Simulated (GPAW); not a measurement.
The Cu K edge of atom 3 in CuSe (P4/nmm), with 4 Se at 2.41 Å (tetrahedral, site symmetry -4m2), was computed in 2 ways: excited-electron core hole (neutral cell) and no core hole. Program and functional: GPAW, LDA, Gaussian full width 1.55 eV up to 4 eV, rising linearly to 3.5 eV at 25 eV; cells of 4 and 16 atoms (the run without a hole in the smaller).

Each run is counted from its own lowest empty level or Fermi level and scaled to a mean of 1 over its first 20 eV.

```tsv
E (eV)	run 1	run 2
-2.00	0.00	0.00
-1.25	0.02	0.00
-0.50	0.12	0.03
0.25	0.20	0.06
1.00	0.11	0.04
1.75	0.02	0.01
2.50	0.01	0.04
3.25	0.10	0.23
4.00	0.34	0.54
4.75	0.60	0.83
5.50	0.75	1.14
6.25	1.06	1.53
7.00	1.51	1.75
7.75	1.67	1.52
8.50	1.44	1.20
9.25	1.12	1.12
10.00	0.96	1.23
10.75	1.06	1.26
11.50	1.31	1.17
12.25	1.46	1.11
13.00	1.45	1.21
13.75	1.37	1.35
14.50	1.29	1.39
15.25	1.22	1.30
16.00	1.21	1.16
16.75	1.27	1.07
17.50	1.34	1.05
18.25	1.35	1.09
19.00	1.32	1.17
19.75	1.29	1.21
20.50	1.26	1.21
21.25	1.21	1.15
22.00	1.15	1.06
22.75	1.11	0.96
23.50	1.12	0.90
24.25	1.13	0.91
25.00	1.13	0.96
25.75	1.11	1.01
26.50	1.08	1.04
27.25	1.05	1.04
28.00	1.04	1.02
28.75	1.06	0.98
29.50	1.08	0.95
30.25	1.12	0.95
31.00	1.15	1.00
31.75	1.17	1.06
```

**Question.** Which run is which?

Run 1: no core hole (area from −2 to 6 eV 1.8, main maxima 0.2 eV (0.20), 7.6 eV (1.68), 12.6 eV (1.48), 18.0 eV (1.36) and 24.8 eV (1.14)). Run 2: excited-electron core hole (neutral cell) (area from −2 to 6 eV 2.4, main maxima 7.0 eV (1.75), 10.6 eV (1.27), 14.4 eV (1.40) and 20.0 eV (1.22)). With each curve scaled to its own mean, the area from −2 to 6 eV with the hole is 2.4 against 1.8, and the centre of weight from −1 to 20 eV moves by -0.5 eV: the hole pulls the absorber's empty states down.

[Banner, clock and machine lines of the logs are left out without a mark of their own.]

[Logs are printed without paths, hosts, clocks, repeated set-up lines and the standing remarks that a program may print on its own settings, such as how far it seeks lower states.]

[Hosts, paths, dates, database ids (printed as entryN), source tags and the programs' standing remarks are cut or masked in the printed files.]

[Lists of maxima count a maximum above −3 eV only where it reaches 4 % of the highest in the window and stands out from its surroundings by 2 % of it (1.5 % where it reaches 55 %); shoulders and weaker maxima are passed over, and of the rest the first, up to two pre-edge ones and the few strongest are named.]
